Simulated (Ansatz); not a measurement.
# LiCaCl3 (model cell, started as cubic perovskite with Ca in the octahedra): following an unstable mode

Aim: this structure of LiCaCl3 (model cell, started as cubic perovskite with Ca in the octahedra) is to be tested for unstable modes, and one is followed downhill.

Program: Ansatz 0.2.0. Level of theory: DFT PBEsol, scalar-relativistic, plane waves, PAW; PAW set soft_1. Results are calculated unless marked as measured.

The structure was built from a prototype and need not be the compound's stable phase.

**1. Starting point**

The structure is cubic, space group Pm-3m (No. 221). The conventional cell has a = 5.267 Å, b = 5.267 Å, c = 5.267 Å, α = 90.00°, β = 90.00°, γ = 90.00°. Nearest to Li lie 12 Cl at 3.72 Å. Nearest to Ca lie 6 Cl at 2.63 Å. Cl has 2 Ca at 2.63 Å nearest. Farther neighbours and most contacts between anions are not listed.

**2. Phonons on a q mesh**

The cell comes from relaxations at this level that are not shown. Stability and thermal properties need the whole zone. Linear response on a 2×2×2 q mesh gives force constants as far as a supercell of that size would, and the tensors from the zone-centre run are typed in so that the long-range dipole term is interpolated apart.

input.yaml

```yaml
crystal:
  lattice:
    - [5.2669287819, 0.0, 0.0]
    - [0.0, 5.2669287819, 0.0]
    - [0.0, 0.0, 5.2669287819]
  atoms:
    - { symbol: Li, position: [0.0, 0.0, 0.0] }
    - { symbol: Ca, position: [0.5, 0.5, 0.5] }
    - { symbol: Cl, position: [0.5, 0.5, 0.0] }
    - { symbol: Cl, position: [0.5, 0.0, 0.5] }
    - { symbol: Cl, position: [0.0, 0.5, 0.5] }
kpoints:
  mp_grid: { grid: [4, 4, 4] }
hamiltonian:
  xc: pbesol
  pseudopotentials: { kind: paw, azcp: { folder: soft_1 }, xc_functional: pbe }
scf:
  occupations: { method: fixed }
output:
  eigenvalues: true
phonons:
  method: dfpt
  qmesh: [2, 2, 2]
  temperatures: { t_max: 1000, t_step: 50 }
  qpath:
    path:
      - [[0.0, 0.0, 0.0], [0.0, 0.5, 0.0], [0.5, 0.5, 0.0], [0.0, 0.0, 0.0], [0.5, 0.5, 0.5], [0.0, 0.5, 0.0]]
      - [[0.5, 0.5, 0.5], [0.5, 0.5, 0.0]]
    npoints: 10
  non_analytic_term:
    high_frequency_dielectric_tensor: [[2.6363, 0.0, 0.0], [0.0, 2.6363, 0.0], [0.0, 0.0, 2.6363]]
    born_effective_charges:
      - { species: Li, tensor: [[1.3468, 0.0, 0.0], [0.0, 1.3468, 0.0], [0.0, 0.0, 1.3468]] }
      - { species: Ca, tensor: [[2.3743, 0.0, 0.0], [0.0, 2.3743, 0.0], [0.0, 0.0, 2.3743]] }
      - { species: Cl, tensor: [[-0.8776, 0.0, 0.0], [0.0, -0.8776, 0.0], [0.0, 0.0, -1.9659]] }
      - { species: Cl, tensor: [[-0.8776, 0.0, 0.0], [0.0, -1.9659, 0.0], [0.0, 0.0, -0.8776]] }
      - { species: Cl, tensor: [[-1.9659, 0.0, 0.0], [0.0, -0.8776, 0.0], [0.0, 0.0, -0.8776]] }
    source: "zone-centre run at this cell"
```

Started as:

```console
> ansatz run input.yaml --threads 4 --pin off --max-ram 16384MiB --backend cpu --events-out ev --progress --plain --runs-dir out
```

Numbers of over 12 decimals in the logs are rounded to 6 here.

The program printed:

```text
Engine: ansatz 0.2.0, aarch64-unknown-linux-gnu
Pseudopotentials: kind: paw
Pseudopotential: Li, paw, valence charge 3, recommended cutoff 420 eV (normal), soft_1/Li.paw.azcp
Pseudopotential: Ca, paw, valence charge 10, recommended cutoff 420 eV (normal), soft_1/Ca.paw.azcp
Pseudopotential: Cl, paw, valence charge 7, recommended cutoff 420 eV (normal), soft_1/Cl.paw.azcp
Functional definition: PBEsol
  exchange = pbesol_x
  correlation = pbesol_c
Crystal: 5 atoms, lattice volume = 146.107 Å³
Basis set: ecut = 420 eV, 2897 PW (Γ), exchange–correlation on 72×72×72 points (8 copies of the dense FFT grid, shifted against one another)
Bands: 22, of which v1, the nominal top of the filled ones, is band 17 counted from 1 (16 counted from 0)
Symmetry: 48 space group operations
k-points: 10 of 64
Non-local potential: Li, projectors of the file, l = 0: 3, l = 1: 2, l = 2: 1
Non-local potential: Ca, projectors of the file, l = 0: 3, l = 1: 2, l = 2: 2
Non-local potential: Cl, projectors of the file, l = 0: 2, l = 1: 2, l = 2: 1
PAW form: soft (Blöchl's): semilocal exchange-correlation on the pseudo side does not see the compensation charge
PAW frozen core: Ca, regenerated for the run's functional, and the local potential with it (the file was generated under x = pbe(κ = 0.804, μ = 0.219515), c = pbe(β = 0.066725))
PAW frozen core: Cl, regenerated for the run's functional, and the local potential with it (the file was generated under x = pbe(κ = 0.804, μ = 0.219515), c = pbe(β = 0.066725))
PAW one-centre angular grid: Li, 110 points (default); XC on 64 Gauss nodes
PAW one-centre angular grid: Ca, 110 points (default); XC on 64 Gauss nodes
PAW one-centre angular grid: Cl, 110 points (default); XC on 64 Gauss nodes
Initial density: superposition of atomic densities (chi_scale 0.1, normalization cell), built separately for each of the 2 bonded fragments (scf.initial_density.interfragment_charge_transfer: auto; true builds it for the cell as a whole; a typed value also counts as a typed key of the start: scf.initial_density.chi_scale says what that changes, if anything)
Initial wavefunctions: pseudopotential atomic-orbital guess
Functional: x = pbesol(κ = 0.804, μ = 0.123457), c = pbesol(β = 0.046)
SCF iter   1: F=—  HF=-5191.874537 eV  |F-HF|=—  |Δ(HF+E_count)|=         —  Δρ=4.99e-2  dr2=9.18e0  ethr=3.10e-3  ⟨swp⟩=6.1  Hψ=1124  notcnv=0  defer=22
preconditioner: auto → Resta (q_TF=auto, 2.140 Å⁻¹)  ε∞=4.4  [insulator: Δε(μ)=2.151 eV  Ē_g=8.133 eV  n_scr=26 (ndim 8)  ℏωp=15.0 eV  f_vac=0.000  ε∞_Penn≈4.4]
SCF iter   2: F=—  HF=-5189.181412 eV  |F-HF|=—  |Δ(HF+E_count)|=    2.69e0  Δρ=1.62e-2  dr2=1.59e0  ethr=3.10e-3  ⟨swp⟩=4.8  Hψ=648  notcnv=0  defer=18
SCF iter   3: F=—  HF=-5188.631300 eV  |F-HF|=—  |Δ(HF+E_count)|=   5.50e-1  Δρ=7.89e-3  dr2=4.20e-1  ethr=3.10e-3  ⟨swp⟩=3.6  Hψ=434  notcnv=0  defer=20
SCF iter   4: F=—  HF=-5188.477340 eV  |F-HF|=—  |Δ(HF+E_count)|=   1.54e-1  Δρ=2.06e-3  dr2=2.22e-2  ethr=1.24e-3  ⟨swp⟩=4.0  Hψ=456  notcnv=0  defer=21
SCF iter   5: F=—  HF=-5188.481002 eV  |F-HF|=—  |Δ(HF+E_count)|=   3.66e-3  Δρ=7.99e-4  dr2=1.96e-3  ethr=6.52e-5  ⟨swp⟩=3.7  Hψ=427  notcnv=0  defer=27
SCF iter   6: F=—  HF=-5188.482094 eV  |F-HF|=—  |Δ(HF+E_count)|=   1.09e-3  Δρ=1.61e-4  dr2=5.57e-5  ethr=5.76e-6  ⟨swp⟩=4.4  Hψ=421  notcnv=0  defer=30
SCF iter   7: F=—  HF=-5188.482162 eV  |F-HF|=—  |Δ(HF+E_count)|=   6.74e-5  Δρ=3.10e-5  dr2=2.91e-6  ethr=1.64e-7  ⟨swp⟩=2.1  Hψ=362  notcnv=0  defer=26
SCF iter   8: F=—  HF=-5188.482160 eV  |F-HF|=—  |Δ(HF+E_count)|=   1.38e-6  Δρ=7.20e-6  dr2=1.21e-7  ethr=8.56e-9  ⟨swp⟩=2.1  Hψ=386  notcnv=0  defer=23
SCF iter   9: F=—  HF=-5188.482160 eV  |F-HF|=—  |Δ(HF+E_count)|=   2.84e-7  Δρ=1.63e-6  dr2=6.12e-9  ethr=3.56e-10  ⟨swp⟩=2.2  Hψ=353  notcnv=0  defer=23
SCF iter  10: F=—  HF=-5188.482160 eV  |F-HF|=—  |Δ(HF+E_count)|=   1.59e-8  Δρ=4.06e-7  dr2=2.63e-10  ethr=1.80e-11  ⟨swp⟩=2.0  Hψ=367  notcnv=0  defer=23
SCF iter  11: F=—  HF=-5188.482160 eV  |F-HF|=—  |Δ(HF+E_count)|=   1.13e-9  Δρ=1.00e-7  dr2=1.45e-11  ethr=1.00e-12  ⟨swp⟩=2.1  Hψ=319  notcnv=0  defer=23
SCF iter  12: F=-5188.482160 eV  HF=-5188.482160 eV  |F-HF|=3.64e-12  |Δ(HF+E_count)|=  2.55e-11  Δρ=2.25e-8  dr2=9.04e-13  ethr=1.00e-12  ⟨swp⟩=15.7  Hψ=1720  notcnv=0
SCF 1 converged in 12 iterations: F = -5188.482160 eV  dr2 = 9.04e-13
  greatest PAW one-centre occupation: 0.999 electrons in one spin orbital (limit 2), on the Li atom at site 0 (counted from 0), in its partial waves of l = 0
NSCF: frozen V_eff on 10 k-points
NSCF: frozen V_eff on 27 k-points
DFPT response loops at q = (0, 0, 0) (fractional): preconditioner auto → none (the input reference at scf.mixing.eps_inf says where Resta's filter doesn't serve); β = 0.50; Broyden in place of MSR1
NSCF: frozen V_eff on 54 k-points
DFPT response loops at q = (0, 0, -0.5) (fractional): mixed as the last ones told, above
NSCF: frozen V_eff on 54 k-points
DFPT response loops at q = (0, -0.5, -0.5) (fractional): mixed as the last ones told, above
NSCF: frozen V_eff on 54 k-points
DFPT response loops at q = (-0.5, -0.5, -0.5) (fractional): mixed as the last ones told, above
SCF converged after 12 iterations
Free energy (F): -5188.482160 eV
Harris-Foulkes:  -5188.482160 eV  (|F-HF|=3.64e-12)
Internal energy: -5188.482160 eV  (E = F + TS)
E sigma→0 (E₀):  -5188.482160 eV
Fermi energy:    0.561176 eV
--- Per-component energies (eV) ---
  E_band       = -358.077582
  E_kinetic    = 728.172877
  E_local      = -2141.323531  (includes V_loc(G=0)·N_el)
  E_nonlocal   = 166.028241
  E_hartree    = 752.998425
  E_xc         = -455.164283
  E_vxc        = -518.281117  (∫ρ·V_xc dr)
  E_paw        = -2791.342210  (= ΣΔE_a)
  E_vpaw       = -98.671467  (= ΣTr[D̂ρ^β])
  E_aug_tail   = 0.000570  (compensation charges beyond the density's cutoff)
  E_ewald      = -1448.206341
  E_core_change = 0.354091  (= ΣΔE_core)
  E_smearing   = -0.000000  (= −TS)
  E_closure    = 0.000000  (closes the sum)
  Σ components = -5188.482160   (vs F -5188.482160, Δ=0.00e0)
--- Band table (eV; the first three rows and the last of 10) ---
  k-point 0: bands = [... 13 lower, -0.0198, 0.2452, 0.2452, 0.2452, 4.2989, 6.1993, 6.1993, 6.1993, ... 1 higher]
  k-point 1: bands = [... 13 lower, -0.1766, -0.0913, 0.1843, 0.1843, 4.8425, 6.2515, 6.6854, 6.6854, ... 1 higher]
  k-point 2: bands = [... 13 lower, -0.4351, -0.1600, 0.1688, 0.1688, 5.8938, 6.1255, 6.3063, 7.1887, ... 1 higher]
  k-point 9: bands = [... 13 lower, -0.9588, 0.5612, 0.5612, 0.5612, 5.2637, 8.2524, 8.2524, 8.2524, ... 1 higher]
--- Phonons (Γ-DFPT): 4 representative perturbations + reference (Σ response iterations 12) ---
  ASR residual: 1.294e-4 → 0.000e0 eV/Å²; symmetrization residual: 6.354e-7 eV/Å²
  ASR residual per site (eV/Å²): 3.76e-5 1.29e-4 6.64e-5 6.64e-5 6.64e-5
  Γ frequencies (cm⁻¹): -180.68 -180.68 -180.68 -42.12 -42.12 -42.12 0.00 0.00 0.00 105.76 105.76 105.76 301.03 301.03 301.03
--- Phonons (arbitrary-q DFPT): 4 irreducible q on the 2×2×2 mesh ---
  q = [0.0000, 0.0000, 0.0000] (star 1, of the zone-centre solve; hermiticity 1.71e-7, symmetrization 5.17e-13): -180.68 -180.68 -180.68 -42.12 -42.12 -42.12 -0.00 0.00 0.00 105.76 105.76 105.76 301.03 301.03 301.03
  q = [0.0000, 0.0000, -0.5000] (star 3, 9 solved perturbations in 216 linear systems a pass and spin channel, the states on 27 of 64 k-point pairs; hermiticity 6.91e-7, symmetrization 3.47e-7): -171.21 -171.21 -43.30 -43.30 -31.59 60.19 60.19 75.79 86.21 88.02 88.02 248.75 286.28 300.70 300.70
  q = [0.0000, -0.5000, -0.5000] (star 3, 9 solved perturbations in 216 linear systems a pass and spin channel, the states on 27 of 64 k-point pairs; hermiticity 2.88e-7, symmetrization 1.44e-7): -160.48 -160.48 -157.95 -86.29 25.41 25.41 83.64 91.90 91.90 99.74 240.21 254.55 254.55 286.53 300.42
  q = [-0.5000, -0.5000, -0.5000] (star 1, 4 solved perturbations in 81 linear systems a pass and spin channel, the states on 27 of 64 k-point pairs; hermiticity 4.52e-8, symmetrization 1.79e-8): -178.27 -178.27 -178.27 -86.48 -86.48 -86.48 123.54 123.54 123.54 239.64 239.64 244.61 244.61 244.61 294.84
  sum rule: each row above includes the acoustic sum rule's correction from the zone centre's row sums; it moved no ω² by more than (1.21 cm⁻¹)²
  mesh force constants: q→R imaginary residual 3.84e-18; ASR residual 1.294e-4 → 0.000e0 eV/Å²; symmetrization residual 3.553e-15 eV/Å²
  interpolated dispersion: 63 rows × 15 modes
  density of states and harmonic sums: on the 12×12×12 q-mesh, interpolated from the force constants of a 2×2×2 supercell (with the dipole–dipole term of supplied tensors)
  largest difference from the sums on the solved wave vectors: F 8.73e-2 eV, S 1.07e-4 and C_V 3.65e-5 eV/K
  zero-point energy: 0.103071 eV/cell   skipped modes (ω ≤ 0): 464, of them read as no rigid motion or as one in doubt: 461 (5.477e0 modes/cell left out, lowest -180.68 cm⁻¹)   left out of the sums: 3.65e-1 of the cell's modes: C_V's classical limit lies that fraction below 3 k_B per atom; for a crystal, a wire or a layer, F and S can be off by more, and a phonons.interpolated_qmesh denser along its periods is the remedy for the sampling
```

Wall time 53 s (4 threads of Arm Neoverse V1, shared host); peak memory 0.64 GiB.

A gap read on the k-mesh alone can miss the band edges.

Numbers from this step:

```yaml
gap_on_the_k_mesh: 3.738 eV
volume_per_atom: 29.22 Å³
sum_rule_residual_before_enforcement: 1.29e-4 eV/Å²
lowest_frequency_on_the_path: -180.7 cm⁻¹
point_group: m-3m
highest_frequency_on_the_path_or_at_a_solved_wavevector: 360.8 cm⁻¹
highest_optical_mode_at_the_zone_centre_no_lo_to_term: 301.0 cm⁻¹
lowest_optical_zone_centre_mode: -180.7 cm⁻¹
lowest_mode_on_the_q_mesh_acoustic_modes_at_gamma_apart: -180.7 cm⁻¹
```

Frequencies (cm⁻¹) solved at each irreducible wavevector; negative means imaginary. Frequencies by wavevector, by row:

| q in reciprocal lattice units | star | mode 1 | mode 2 | mode 3 | mode 4 | mode 13 | mode 14 | mode 15 |
| --- | --- | --- | --- | --- | --- | --- | --- | --- |
| 0 0 0 | 1 | -180.7 | -180.7 | -180.7 | -42.1 | 301 | 301 | 301 |
| 0 0 -0.5 | 3 | -171.2 | -171.2 | -43.3 | -43.3 | 286.3 | 300.7 | 300.7 |
| 0 -0.5 -0.5 | 3 | -160.5 | -160.5 | -157.9 | -86.3 | 254.6 | 286.5 | 300.4 |
| -0.5 -0.5 -0.5 | 1 | -178.3 | -178.3 | -178.3 | -86.5 | 244.6 | 244.6 | 294.8 |

Interpolated from a 2×2×2 q mesh, with the LO-TO term (at Γ the limit along the path; where Γ stands inside the path, tables give the limit on arrival). The phonon branches at the labelled points (cm⁻¹):

```csv
point,branch 1,branch 2,branch 3,branch 4,branch 12,branch 13,branch 14,branch 15
Γ,-181,-181,-60,-42,116,301,301,361
halfway,-176,-176,-40,-40,166,301,301,338
X,-171,-171,-43,-43,249,286,301,301
halfway,-166,-165,-119,-68,252,261,301,310
M,-160,-160,-158,-86,255,255,286,300
halfway,-171,-164,-105,-60,170,284,301,335
Γ,-181,-181,-60,-42,116,301,301,361
halfway,-168,-168,-123,-65,175,284,284,333
R,-178,-178,-178,-86,245,245,245,295
halfway,-172,-162,-145,-73,250,256,285,316
X,-171,-171,-43,-43,249,286,301,301
jump to R,-178,-178,-178,-86,245,245,245,295
halfway,-169,-169,-169,-86,249,249,269,306
M,-160,-160,-158,-86,255,255,286,300
```

Symmetry leaves 4 wavevectors to solve. The lowest mode among them, the acoustic zeros apart, lies at Γ and is imaginary, 180.7i cm⁻¹, so the energy falls along it.

**3. The mode frozen in, largest atomic shift 0 Å**

The mode followed lies at q = (-0.5, -0.5, -0.5) with frequency 178.3i cm⁻¹ and is 3-fold degenerate, one of the unstable modes though not the softest. At small amplitude the distorted cell has space group no. 166 by a symmetry search on the positions. The undistorted cell that holds it gives the zero of energy on the same k mesh.

System of this step: LiCaCl3 (model cell, started as cubic perovskite with Ca in the octahedra). The structure is cubic, space group Pm-3m (No. 221). Conventional cell: a = 5.267 Å, b = 5.267 Å, c = 5.267 Å, α = 90.00°, β = 90.00°, γ = 90.00°. Li has 12 Cl at 3.72 Å nearest. Nearest to Ca lie 6 Cl at 2.63 Å. Nearest to Cl lie 2 Ca at 2.63 Å. Farther neighbours and most contacts between anions are not listed.

input.yaml

```yaml
crystal:
  lattice:
    - [5.2669287819, 5.2669287819, 0.0]
    - [5.2669287819, 0.0, 5.2669287819]
    - [5.2669287819, 0.0, -5.2669287819]
  atoms:
    - { symbol: Li, position: [0.0, 0.5, 0.5] }
    - { symbol: Li, position: [0.0, 0.0, 0.0] }
    - { symbol: Ca, position: [0.5, 0.25, 0.75] }
    - { symbol: Ca, position: [0.5, 0.75, 0.25] }
    - { symbol: Cl, position: [0.5, 0.5, 0.5] }
    - { symbol: Cl, position: [0.5, 0.0, 0.0] }
    - { symbol: Cl, position: [0.0, 0.0, 0.5] }
    - { symbol: Cl, position: [0.0, 0.5, 0.0] }
    - { symbol: Cl, position: [0.5, 0.0, 0.5] }
    - { symbol: Cl, position: [0.5, 0.5, 0.0] }
kpoints:
  mp_grid: { grid: [4, 4, 4] }
hamiltonian:
  xc: pbesol
  pseudopotentials: { kind: paw, azcp: { folder: soft_1 }, xc_functional: pbe }
scf:
  occupations: { method: gaussian, width: 0.02 }
output:
  forces: true
  stress: true
  eigenvalues: true
```

The program printed:

```text
[...]
Crystal: 10 atoms, lattice volume = 292.215 Å³
Basis set: ecut = 420 eV, 5769 PW (Γ), exchange–correlation on 100×100×100 points (8 copies of the dense FFT grid, shifted against one another)
Bands: 44, of which v1, the nominal top of the filled ones, is band 34 counted from 1 (33 counted from 0)
Symmetry: 96 space group operations
[...]
k-points: 8 of 64
[...]
k-point 0: bands = [... 30 lower, 0.2451, 0.5611, 0.5611, 0.5611, 4.2989, 5.2637, 6.1995, 6.1995, ... 3 higher]
  k-point 1: bands = [... 30 lower, 0.1655, 0.4139, 0.4139, 0.4675, 4.7151, 5.5315, 6.4233, 6.5048, ... 3 higher]
  k-point 2: bands = [... 30 lower, 0.1854, 0.1854, 0.2546, 0.2546, 5.5572, 5.5572, 6.5712, 6.5712, ... 3 higher]
  k-point 7: bands = [... 30 lower, -0.0558, -0.0558, 0.2974, 0.2974, 6.0256, 6.0256, 6.6083, 6.6083, ... 3 higher]
[key lines of the parts left out:]
SCF converged after 9 iterations
Free energy (F): -10376.965026 eV
Fermi energy:    2.430054 eV
P = ⅓ Tr σ = -0.0073 GPa (-0.073 kbar)
```

It took 2.4 s on 4 threads; peak memory 0.65 GiB.

Numbers from this step:

* pressure: -0.007317 GPa
* energy from the undistorted cell: 0 meV/atom

At this level the gap is 3.74 eV on the k-mesh of the self-consistent run, which can miss the band edges.

**4. The mode frozen in, largest atomic shift 0.6 Å**

The atoms are moved along the unstable eigenvector, the largest shift by 0.6 Å, with the cell fixed.

input.yaml, the sections that differ from step 3:

```yaml
crystal:
  lattice:
    - [5.2669287819, 5.2669287819, 0.0]
    - [5.2669287819, 0.0, 5.2669287819]
    - [5.2669287819, 0.0, -5.2669287819]
  atoms:
    - { symbol: Li, position: [-0.065770808, 0.532885404, 0.598656212] }
    - { symbol: Li, position: [0.065770808, -0.032885404, -0.098656212] }
    - { symbol: Ca, position: [0.5, 0.25, 0.75] }
    - { symbol: Ca, position: [0.5, 0.75, 0.25] }
    - { symbol: Cl, position: [0.4919384032, 0.5080615968, 0.5080615968] }
    - { symbol: Cl, position: [0.5080615968, -0.0080615968, -0.0080615968] }
    - { symbol: Cl, position: [0.0, 0.0, 0.5080615968] }
    - { symbol: Cl, position: [0.0, 0.5, -0.0080615968] }
    - { symbol: Cl, position: [0.4919384032, 0.0, 0.5080615968] }
    - { symbol: Cl, position: [0.5080615968, 0.5, -0.0080615968] }
# kpoints, hamiltonian, scf, output: as in step 3
```

The program printed:

```text
[...]
Crystal: 10 atoms, lattice volume = 292.215 Å³
Basis set: ecut = 420 eV, 5769 PW (Γ), exchange–correlation on 100×100×100 points (8 copies of the dense FFT grid, shifted against one another)
Bands: 44, of which v1, the nominal top of the filled ones, is band 34 counted from 1 (33 counted from 0)
Symmetry: 12 space group operations
[...]
k-points: 13 of 64
[...]
k-point 0: bands = [... 30 lower, 0.1719, 0.4561, 0.4561, 0.5059, 4.4640, 5.4790, 6.0637, 6.1357, ... 4 higher]
  k-point 1: bands = [... 30 lower, 0.0745, 0.3106, 0.3106, 0.4152, 4.8692, 5.7190, 6.2933, 6.4407, ... 4 higher]
  k-point 2: bands = [... 30 lower, 0.0964, 0.0964, 0.1383, 0.2531, 5.6227, 5.7412, 6.5356, 6.6489, ... 4 higher]
  k-point 12: bands = [... 30 lower, -0.1534, -0.1294, 0.2157, 0.2176, 6.1569, 6.2079, 6.6726, 6.7085, ... 4 higher]
[key lines of the parts left out:]
SCF converged after 9 iterations
Free energy (F): -10377.293924 eV
Fermi energy:    2.484935 eV
P = ⅓ Tr σ = 0.0360 GPa (0.360 kbar)
```

Wall time 3.8 s (4 threads); peak memory 0.68 GiB.

Numbers from this step:

```yaml
pressure: 0.03601 GPa
gap_on_the_k_mesh: 3.958 eV
energy_from_the_undistorted_cell: -32.89 meV/atom
```

The energy, extrapolated to zero smearing, is -32.89 meV/atom against the undistorted cell.

The run ends at a pressure of 0.04 GPa, with forces up to 0.46 eV/Å.

**5. Energy along the mode, all amplitudes (two of the runs are shown above)**

An imaginary frequency means negative curvature, so the energy should fall and then rise again as anharmonic terms take over.

Numbers from this step:

- depth at the lowest point sampled: 32.89 meV/atom
- largest atomic shift at that point: 0.6 Å

The energy from the parent by largest atomic shift:

```csv
largest atomic shift (Å),energy from the parent (meV/atom)
0.000,0
0.040,-0.15
0.080,-0.599
0.140,-1.83
0.220,-4.52
0.320,-9.53
0.450,-18.7
0.600,-32.9
```

Displacement at unit largest shift by atom:

```
atom   x (Å)   y (Å)   z (Å)   size
 Li1   0.577  -0.577  -0.577  0.999
 Li2  -0.577   0.577   0.577  0.999
 Ca3   0.000   0.000   0.000  0.000
 Ca4   0.000   0.000   0.000  0.000
 Cl5   0.071  -0.071   0.000  0.100
 Cl6  -0.071   0.071   0.000  0.100
 Cl7   0.071   0.000  -0.071  0.100
 Cl8  -0.071   0.000   0.071  0.100
 Cl9   0.000  -0.071  -0.071  0.100
Cl10   0.000   0.071   0.071  0.100
```

The lowest of the steps tried is the last one, at 0.6 Å, 32.9 meV/atom below the parent; the bottom of the well need not coincide with a step.

(Continued in part 2 of 3.)

[Logs are printed without paths, hosts, clocks, repeated set-up lines and the standing remarks that a program may print on its own settings, such as how far it seeks lower states.]

[Hosts, paths, dates, database ids (printed as entryN), source tags and the programs' standing remarks are cut or masked in the printed files.]
